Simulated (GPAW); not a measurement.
# Quasiparticle gap of Cs2AgSbBr6 (Fm-3m) in GPAW

Wanted: ground state, empty states, screening and self-energy for Cs2AgSbBr6 (Fm-3m).

Calculated with GPAW 26.7.0; LDA and many-body steps on it, plane waves.

**What was measured.**

- Gap 2.18 eV: indirect optical gap from Tauc plot; photothermal deflection spectroscopy; film (solution-processed film on quartz, about 200 nm thick) (“Bandgap Lowering in Mixed Alloys of Cs2Ag(SbxBi1-x)Br6 Double Perovskite Thin Films”, 2020, arxiv:2007.00388).

### Step 1. Set-up

It takes space group Fm-3m (No. 225, cubic). Conventional cell: a = 11.379 Å, b = 11.379 Å, c = 11.379 Å, α = 90.00°, β = 90.00°, γ = 90.00°. Cs has 12 Br at 4.02 Å nearest. Nearest to Ag lie 6 Br at 2.86 Å. Sb has 6 Br at 2.83 Å nearest. Nearest to Br lie 1 Sb at 2.83 Å and 1 Ag at 2.86 Å and 4 Cs at 4.02 Å. Farther neighbours and most contacts between anions are not listed.

Coordinates:

```
Cs Ag Sb Br
1.0
     0.00000    5.68925    5.68925
     5.68925    0.00000    5.68925
     5.68925    5.68925    0.00000
Cs Ag Sb Br
2 1 1 6
Direct
  0.75000 0.75000 0.75000
  0.25000 0.25000 0.25000
  0.50000 0.50000 0.50000
  0.00000 0.00000 0.00000
  0.75155 0.24845 0.24845
  0.24845 0.24845 0.75155
  0.24845 0.75155 0.75155
  0.24845 0.75155 0.24845
  0.75155 0.24845 0.75155
  0.75155 0.75155 0.24845
```

The cell and positions are those that the Materials Project relaxed with its own functionals (PBE, PBE+U or r2SCAN), kept fixed. Spin-orbit coupling is left out unless a step names it.

### Step 2. Ground state

This step: GPAW 26.7.0; DFT, LDA, plane waves, PAW.

The ground-state density comes first.

File run.py:

```python
import json
import numpy as np
from gpaw.mpi import world
from ase import Atoms
from gpaw import GPAW, PW, FermiDirac

atoms = Atoms(['Cs', 'Cs', 'Ag', 'Sb', 'Br', 'Br', 'Br', 'Br', 'Br', 'Br'],
    cell=[[0.0000000000, 5.6892530000, 5.6892530000],
      [5.6892530000, 0.0000000000, 5.6892530000],
      [5.6892530000, 5.6892530000, 0.0000000000]],
    scaled_positions=[[0.7500000000, 0.7500000000, 0.7500000000],
      [0.2500000000, 0.2500000000, 0.2500000000],
      [0.5000000000, 0.5000000000, 0.5000000000],
      [0.0000000000, 0.0000000000, 0.0000000000],
      [0.7515540000, 0.2484460000, 0.2484460000],
      [0.2484460000, 0.2484460000, 0.7515540000],
      [0.2484460000, 0.7515540000, 0.7515540000],
      [0.2484460000, 0.7515540000, 0.2484460000],
      [0.7515540000, 0.2484460000, 0.7515540000],
      [0.7515540000, 0.7515540000, 0.2484460000]],
    pbc=(True, True, True))
calc = GPAW(mode=PW(450),
    xc='LDA',
    kpts={'size': (4, 4, 4), 'gamma': True},
    occupations=FermiDirac(0.001),
    nbands=-11,
    convergence={'density': 1e-6, 'bands': -3},
    maxiter=100,
    txt='gs.txt')
atoms.calc = calc
res = {'energy': atoms.get_potential_energy()}
kpts = calc.get_ibz_k_points()
res['kpts'] = kpts
res['eigenvalues'] = [calc.get_eigenvalues(kpt=k) for k in range(len(kpts))]
res['n_electrons'] = calc.get_number_of_electrons()
calc.write('gs.gpw')

if world.rank == 0:
    with open('result.json', 'w') as f:
        json.dump(res, f, default=lambda x: x.tolist())
```

Launch:

```console
$ mpirun -n 8 gpaw python run.py
```

Numbers of over 12 decimals in the logs are rounded to 6 here.

The log of the run:

```text
__  _  _
 | _ |_)|_||  |
 |__||  | ||/\| - 26.7.0

Input parameters:
  mode=PW(ecut=450.000000),
  convergence={'density': 1e-06, 'bands': -3},
  kpts=MonkhorstPack(size=(4, 4, 4), gamma=True),
  maxiter=100,
  nbands=-11,
  occupations=Occupations(name='fermi-dirac', width=0.001, fixmagmom=False),
  xc=XC(name='LDA')
  [... matrices ...]
Diagonalizing LCAO Hamiltonian
Converting LCAO to pw mode

                                  Cs
                         Br

                           Br

                  Br     Ag     Br

                       Br
                         Br

                Cs

       Sb

Atoms  # Å, Bohr magnetons
|   | symbol |        x |        y |        z |    initial magnetic moments |
| 0 |     Cs | 8.533879 | 8.533879 | 8.533879 | ( 0.0000,  0.0000,  0.0000) |
| 1 |     Cs | 2.844626 | 2.844626 | 2.844626 | ( 0.0000,  0.0000,  0.0000) |
| 2 |     Ag | 5.689253 | 5.689253 | 5.689253 | ( 0.0000,  0.0000,  0.0000) |
| 3 |     Sb | 0.000000 | 0.000000 | 0.000000 | ( 0.0000,  0.0000,  0.0000) |
| 4 |     Br | 2.826944 | 5.689253 | 5.689253 | ( 0.0000,  0.0000,  0.0000) |
| 5 |     Br | 5.689253 | 5.689253 | 2.826944 | ( 0.0000,  0.0000,  0.0000) |
| 6 |     Br | 8.551562 | 5.689253 | 5.689253 | ( 0.0000,  0.0000,  0.0000) |
| 7 |     Br | 5.689253 | 2.826944 | 5.689253 | ( 0.0000,  0.0000,  0.0000) |
| 8 |     Br | 5.689253 | 8.551562 | 5.689253 | ( 0.0000,  0.0000,  0.0000) |
| 9 |     Br | 5.689253 | 5.689253 | 8.551562 | ( 0.0000,  0.0000,  0.0000) |

Unit cell  # Å
| periodic |        x |        y |        z |  lengths |    angles |
|      yes | 0.000000 | 5.689253 | 5.689253 | 8.045819 | 60.000000 |
|      yes | 5.689253 | 0.000000 | 5.689253 | 8.045819 | 60.000000 |
|      yes | 5.689253 | 5.689253 | 0.000000 | 8.045819 | 60.000000 |

Number of symmetries: 48
Symmetry operations  # r_c * U_cc + t_c -> r_c
|    | kind |            matrix            |
|  0 |  σ   |  1, 0, 0,  1, 0,-1,  1,-1, 0 |
|  1 |  C2  |  1, 0, 0,  1,-1, 0,  1, 0,-1 |
|  2 |  E   |  1, 0, 0,  0, 1, 0,  0, 0, 1 |
|  3 |  σ   |  1, 0, 0,  0, 0, 1,  0, 1, 0 |
|  4 |  C4  |  1, 0,-1,  1, 0, 0,  1,-1, 0 |
|  5 |  S6  |  1, 0,-1,  1,-1, 0,  1, 0, 0 |
|  6 |  σ   |  1, 0,-1,  0, 1,-1,  0, 0,-1 |
|  7 |  C3  |  1, 0,-1,  0, 0,-1,  0, 1,-1 |
|  8 |  S6  |  1,-1, 0,  1, 0, 0,  1, 0,-1 |
|  9 |  C4  |  1,-1, 0,  1, 0,-1,  1, 0, 0 |
| 10 |  C3  |  1,-1, 0,  0,-1, 1,  0,-1, 0 |
| 11 |  σ   |  1,-1, 0,  0,-1, 0,  0,-1, 1 |
| 12 |  σ   |  0, 1, 0,  1, 0, 0,  0, 0, 1 |
| 13 |  C4  |  0, 1, 0,  0, 1,-1, -1, 1, 0 |
| 14 |  C3  |  0, 1, 0,  0, 0, 1,  1, 0, 0 |
| 15 |  S6  |  0, 1, 0, -1, 1, 0,  0, 1,-1 |
| 16 |  C2  |  0, 1,-1,  1, 0,-1,  0, 0,-1 |
| 17 |  σ   |  0, 1,-1,  0, 1, 0, -1, 1, 0 |
| 18 |  S4  |  0, 1,-1,  0, 0,-1,  1, 0,-1 |
| 19 |  C4  |  0, 1,-1, -1, 1, 0,  0, 1, 0 |
| 20 |  C3  |  0, 0, 1,  1, 0, 0,  0, 1, 0 |
| 21 |  σ   |  0, 0, 1,  0, 1, 0,  1, 0, 0 |
| 22 |  S6  |  0, 0, 1,  0,-1, 1, -1, 0, 1 |
| 23 |  C4  |  0, 0, 1, -1, 0, 1,  0,-1, 1 |
| 24 |  S4  |  0, 0,-1,  1, 0,-1,  0, 1,-1 |
| 25 |  C3  |  0, 0,-1,  0, 1,-1,  1, 0,-1 |
| 26 |  C2  |  0, 0,-1,  0,-1, 0, -1, 0, 0 |
| 27 |  S6  |  0, 0,-1, -1, 0, 0,  0,-1, 0 |
| 28 |  S4  |  0,-1, 1,  1,-1, 0,  0,-1, 0 |
| 29 |  C4  |  0,-1, 1,  0, 0, 1, -1, 0, 1 |
| 30 |  C2  |  0,-1, 1,  0,-1, 0,  1,-1, 0 |
| 31 |  σ   |  0,-1, 1, -1, 0, 1,  0, 0, 1 |
| 32 |  C3  |  0,-1, 0,  1,-1, 0,  0,-1, 1 |
| 33 |  S6  |  0,-1, 0,  0, 0,-1, -1, 0, 0 |
| 34 |  S4  |  0,-1, 0,  0,-1, 1,  1,-1, 0 |
| 35 |  C2  |  0,-1, 0, -1, 0, 0,  0, 0,-1 |
| 36 |  C2  | -1, 1, 0,  0, 1, 0,  0, 1,-1 |
| 37 |  S6  | -1, 1, 0,  0, 1,-1,  0, 1, 0 |
| 38 |  S4  | -1, 1, 0, -1, 0, 1, -1, 0, 0 |
| 39 |  C3  | -1, 1, 0, -1, 0, 0, -1, 0, 1 |
| 40 |  S6  | -1, 0, 1,  0, 0, 1,  0,-1, 1 |
| 41 |  C2  | -1, 0, 1,  0,-1, 1,  0, 0, 1 |
| 42 |  C3  | -1, 0, 1, -1, 1, 0, -1, 0, 0 |
| 43 |  S4  | -1, 0, 1, -1, 0, 0, -1, 1, 0 |
| 44 |  C2  | -1, 0, 0,  0, 0,-1,  0,-1, 0 |
| 45 |  i   | -1, 0, 0,  0,-1, 0,  0, 0,-1 |
| 46 |  σ   | -1, 0, 0, -1, 1, 0, -1, 0, 1 |
| 47 |  C2  | -1, 0, 0, -1, 0, 1, -1, 1, 0 |

BZ-sampling:
  Number of BZ points: 64
  Number of IBZ points: 8

  Monkhorst-Pack size: [4, 4, 4]
  Monkhorst-Pack shift: [0.125, 0.125, 0.125]

K-points  # in reciprocal-cell coordinates
|   |                                coordinates |     weight |
| 0 | (  0.00000000,   0.00000000,   0.00000000) | 0.01562500 |
| 1 | (  0.25000000,   0.25000000,   0.00000000) | 0.09375000 |
| 2 | (  0.25000000,   0.25000000,   0.25000000) | 0.12500000 |
| 3 | (  0.50000000,   0.25000000,  -0.25000000) | 0.09375000 |
| 4 | (  0.50000000,   0.25000000,   0.25000000) | 0.18750000 |
| 5 | (  0.50000000,   0.50000000,   0.00000000) | 0.04687500 |
| 6 | (  0.50000000,   0.50000000,   0.25000000) | 0.37500000 |
| 7 | (  0.50000000,   0.50000000,   0.50000000) | 0.06250000 |

Plane wave coefficients: 8026
Cutoff: 450.000000 eV

Spin-components: 1 (collinear spins)
Bands:           57
Projectors:      52
Spin-degeneracy: 2
Datatype:        complex128

  Storage: CPU
  Wave functions: 57_952_128 bytes (7_244_016 per core)
  Projectors: 41_684_864 bytes (5_210_608 per core)
  [... matrices ...]
Parallelization:
  kpt:    8
  domain: 1
  band:   1

Density:
[...]
|   5s |  2.000 |     -26.872 |    1.164 |
    |   6s |  1.000 |      -2.224 |    1.164 |
    |   5p |  6.000 |     -13.611 |    1.058 |
    |    p |        |      13.601 |    1.058 |
    |    d |        |       0.000 |    1.058 |

    Using partial waves for Cs as LCAO basis

  Ag:
    name:    Silver
    Z:       47.0
    valence: 17
    core:    30
    charge:  0.0  # [|e|]
    compensation charges:
      type: gauss
      rc: 0.40  # [Å]
      lmax: 2
    cutoffs:
      filter: 2.35  # [Å]
      core: 2.19  # [Å]
    projectors
    | kind |    occ | energy [eV] | rcut [Å] |
    |   5s |  1.000 |      -4.708 |    1.286 |
    |   4p |  6.000 |     -58.678 |    1.328 |
    |   5p |  0.000 |      -0.844 |    1.328 |
    |   4d | 10.000 |      -7.664 |    1.180 |
    |    s |        |      22.503 |    1.286 |
    |    d |        |      19.547 |    1.180 |

    Using partial waves for Ag as LCAO basis

  Sb:
    name:    Antimony
    Z:       51.0
    valence: 15
    core:    36
    charge:  0.0  # [|e|]
    compensation charges:
      type: gauss
      rc: 0.36  # [Å]
      lmax: 2
    cutoffs:
      filter: 2.23  # [Å]
      core: 2.23  # [Å]
    projectors
    | kind |    occ | energy [eV] | rcut [Å] |
    |   5s |  2.000 |     -13.069 |    1.154 |
    |   5p |  3.000 |      -4.994 |    1.233 |
    |   4d | 10.000 |     -33.564 |    1.196 |
    |    s |        |      14.142 |    1.154 |
    |    p |        |      22.217 |    1.233 |
    |    d |        |      -6.353 |    1.196 |

    Using partial waves for Sb as LCAO basis

  Br:
    name:    Bromine
    Z:       35.0
    valence: 7
    core:    28
    charge:  0.0  # [|e|]
    compensation charges:
      type: gauss
      rc: 0.35  # [Å]
      lmax: 2
    cutoffs:
      filter: 1.98  # [Å]
      core: 2.38  # [Å]
    projectors
    | kind |    occ | energy [eV] | rcut [Å] |
    |   4s |  2.000 |     -20.306 |    1.111 |
    |   4p |  5.000 |      -8.003 |    1.111 |
    |    s |        |       6.906 |    1.111 |
    |    p |        |      19.208 |    1.111 |
    |    d |        |       0.000 |    1.111 |

    Using partial waves for Br as LCAO basis

Reference energy: -1168740.765421  # eV

eigensolver:
  PPCG
  Converge bands: -3
  niter=2

density mixing:
  MSR1-Mixer
  Pratt-step length: 0.05
  Maximum mixing coefficient: 0.75
  Old densities: 10
  SVD Regularization: 0.005
  Good broyden scale: 1.0
  Trust region scale: 1.0
  Backstep threshold: 4.0
  History deletion threshold: 6.0
  Fourier metric: weight=20.0, sigma=0.015

occupation numbers:
  Fermi-Dirac:
    width: 0.0010  # eV

poisson solver:
  ecut: 3600.000000  # eV

xc functional:
  name: None

Initialization done in: 2.348 s

convergence criteria:
- Maximum integral of absolute [dens]ity change: 1e-06 electrons / valence electron
- Maximum [total energy] change in last 3 cyles: 0.0005 eV / valence electron
- Maximum integral of absolute [eigenst]ate change: 4e-08 eV^2 / valence electron
maximum number of iterations: 100

SCF iterations
|iter     |     time |      energy | eigst |  dens |
|iter:   1|  |  -35.208628 | +0.51 |       |
|iter:   2|  |  -34.972528 | -0.37 | -1.35 |
|iter:   3|  |  -34.053975 | -0.78 | -1.40 |
|iter:   4|  |  -33.994109 | -1.22 | -1.79 |
|iter:   5|  |  -33.976039 | -1.58 | -2.17 |
|iter:   6|  |  -33.974994c| -1.61 | -2.39 |
|iter:   7|  |  -33.975011c| -1.77 | -3.29 |
|iter:   8|  |  -33.975013c| -1.80 | -3.73 |
|iter:   9|  |  -33.975014c| -1.43 | -4.26 |
|iter:  10|  |  -33.975014c| -1.96 | -5.19 |
|iter:  11|  |  -33.975014c| -2.58 | -5.84 |
|iter:  12|  |  -33.975014c| -2.98 | -6.22c|
|iter:  13|  |  -33.975014c| -3.23 | -6.68c|
|iter:  14|  |  -33.975014c| -3.03 | -7.26c|
|iter:  15|  |  -33.975014c| -2.80 | -7.83c|
|iter:  16|  |  -33.975014c| -3.05 | -8.33c|
|iter:  17|  |  -33.975014c| -3.34 | -8.65c|
|iter:  18|  |  -33.975014c| -3.79 | -9.12c|
|iter:  19|  |  -33.975014c| -4.11 | -9.77c|
|iter:  20|  |  -33.975014c| -4.30 |-10.18c|
|iter:  21|  |  -33.975014c| -4.04 |-10.64c|
|iter:  22|  |  -33.975014c| -4.53 |-11.05c|
|iter:  23|  |  -33.975014c| -4.76 |-11.29c|
|iter:  24|  |  -33.975014c| -4.93 |-11.48c|
|iter:  25|  |  -33.975014c| -5.07 |-11.81c|
|iter:  26|  |  -33.975014c| -5.61 |-12.01c|
|iter:  27|  |  -33.975014c| -5.70 |-11.97c|
|iter:  28|  |  -33.975014c| -5.70 |-12.12c|
|iter:  29|  |  -33.975014c| -5.73 |-12.09c|
[...]
|iter:  53|  |  -33.975014c| -7.02 |-13.38c|
|iter:  54|  |  -33.975014c| -7.03 |-13.29c|
|iter:  55|  |  -33.975014c| -7.09 |-13.52c|
|iter:  56|  |  -33.975014c| -7.17 |-13.34c|
|iter:  57|  |  -33.975014c| -7.38 |-13.34c|
|iter:  58|  |  -33.975014c| -7.44c|-13.33c|

Converged in 58 steps
SCF loop duration: 26.233 s (0.452 s/step)
Energy contributions relative to reference atoms: (reference = -1168740.765421)
  [... matrices ...]
Energy contributions:
  Kinetic:          15.627368
  Coulomb:         -19.740032
  Zero:             -0.049226
  External:          0.000000
  Xc:              -29.813124
  Entropy:          -0.000000
  Spinorbit:         0.000000
  ----------------------------
  Free energy:     -33.975014
  Extrapolated:    -33.975014

dipole moment: (-41.448721, -41.448721, -41.448721)  # |e|*Ang

Fermi level: 2.821
Eigenvalues  # (at kpt = [0.000, 0.000, 0.000])
| band index |      eig [eV] | occ [0-2] |
|          0 |       -51.711 |     2.000 |
|        ... |               |           |
|         38 |         0.537 |     2.000 |
|         39 |         0.537 |     2.000 |
|         40 |         0.537 |     2.000 |
|         41 |         0.950 |     2.000 |
|         42 |         0.950 |     2.000 |
|         43 |         0.950 |     2.000 |
|         44 |         1.223 |     2.000 |
|         45 |         1.223 |     2.000 |
|         46 |         3.996 |     0.000 |
[...]
|         50 |         6.460 |     0.000 |
|         51 |         6.460 |     0.000 |
|         52 |         6.720 |     0.000 |
|         53 |         7.015 |     0.000 |
|        ... |               |           |
|         56 |         7.525 |     0.000 |

Gap: 0.753 eV
Transition (v -> c):
  (s=0, k=5, n=45, [0.50, 0.50, 0.00]) -> (s=0, k=7, n=46, [0.50, 0.50, 0.50])
Direct/indirect transitions are different
Direct gap: 1.919 eV
Transition at: (s=0, k=6, n=45, [0.50, 0.50, 0.25])
# Writing to gs.gpw (mode='')
  [... matrices ...]
```

Elapsed: 30 s, on 8 MPI ranks of AMD EPYC 9R45, shared host; peak memory 2.4 GiB; 4 min of CPU time.

Numbers from this step:

- total energy: -33.98 eV
- gap: 0.7528 eV
- k of the valence top: 0.5, 0.5, 0
- k of the conduction bottom: 0.5, 0.5, 0.5
- least direct gap: 1.919 eV

The gap is indirect, with the least direct gap 1.17 eV higher.

### Step 3. Empty states on the mesh, 2×2×2 mesh, 1249 bands

The sums over transitions need many empty states on a uniform mesh; this step solves for them.

File run.py:

```python
import json
import numpy as np
from gpaw.mpi import world
from gpaw import GPAW

calc = GPAW('gs.gpw').fixed_density(kpts={'size': (2, 2, 2), 'gamma': True},
    parallel={'domain': 1, 'band': 1},
    txt='nscf.txt')
calc.diagonalize_full_hamiltonian(nbands=1249)
calc.write('full.gpw', mode='all')
res = {}
kpts = calc.get_ibz_k_points()
res['kpts'] = kpts
res['eigenvalues'] = [calc.get_eigenvalues(kpt=k) for k in range(len(kpts))]
res['n_electrons'] = calc.get_number_of_electrons()

if world.rank == 0:
    with open('result.json', 'w') as f:
        json.dump(res, f, default=lambda x: x.tolist())
```

Launch:

```console
$ mpirun -n 3 gpaw python run.py
```

The log of the run:

```text
Diagonalizing LCAO Hamiltonian
Converting LCAO to pw mode
convergence criteria:
- Maximum integral of absolute [eigenst]ate change: 4e-08 eV^2 / valence electron
maximum number of iterations: 100

SCF iterations
|iter     |     time |      energy | eigst |  dens |
|iter:   1|  |             | +0.57 |       |
|iter:   2|  |             | -0.38 |       |
|iter:   3|  |             | -1.09 |       |
[...]
|iter:  43|  |             | -7.08 |       |
|iter:  44|  |             | -7.32 |       |
|iter:  45|  |             | -7.49c|       |
SCF steps: 45
  __  _  _
 | _ |_)|_||  |
 |__||  | ||/\| - 26.7.0

Input parameters:
  mode=PW(ecut=450.000000),
  convergence={'density': 1e-06, 'bands': -3},
  gpts=array([40, 40, 40]),
  kpts=MonkhorstPack(size=(2, 2, 2), gamma=True),
  maxiter=100,
  nbands=57,
  occupations=Occupations(name='fermi-dirac', width=0.001, fixmagmom=False),
  parallel={'domain': 1, 'band': 1},
  xc=XC(name='LDA')
Matrix size: 7943x7943
# Writing to full.gpw (mode='all')
  [... matrices ...]

timing:  # [seconds]
  Total: 185.758  # ━━━━━━━━━━━━━━━━━━━━━━━━━━━━━━━━━━━━━━━━━━━━━━━━━━━━━━━━━
```

Run time: 3.4 min. Hardware: 3 MPI ranks; peak memory 13 GiB.

Numbers from this step:

```yaml
gap: 0.7528 eV
k_of_the_valence_top: 0.5, 0.5, 0
k_of_the_conduction_bottom: 0.5, 0.5, 0.5
least_direct_gap: 1.936 eV
k_points_computed: 3
lowest_point_of_the_top_converged_band_above_the_valence_top: 121.9163 eV
```

On this mesh the gap is 0.753 eV.

(Part 1 of 2 ends here.)

[Paths, hosts, dates, memory and timing lines, banners, echoed tables and standing remarks are left out of the program output.]

[Logs are printed without paths, hosts, clocks, repeated set-up lines and the standing remarks that a program may print on its own settings, such as how far it seeks lower states.]

[Runs of the session that timed out or met a known fault of the program may be left out.]

[Hosts, paths, dates, database ids (printed as entryN), source tags and the programs' standing remarks are cut or masked in the printed files.]
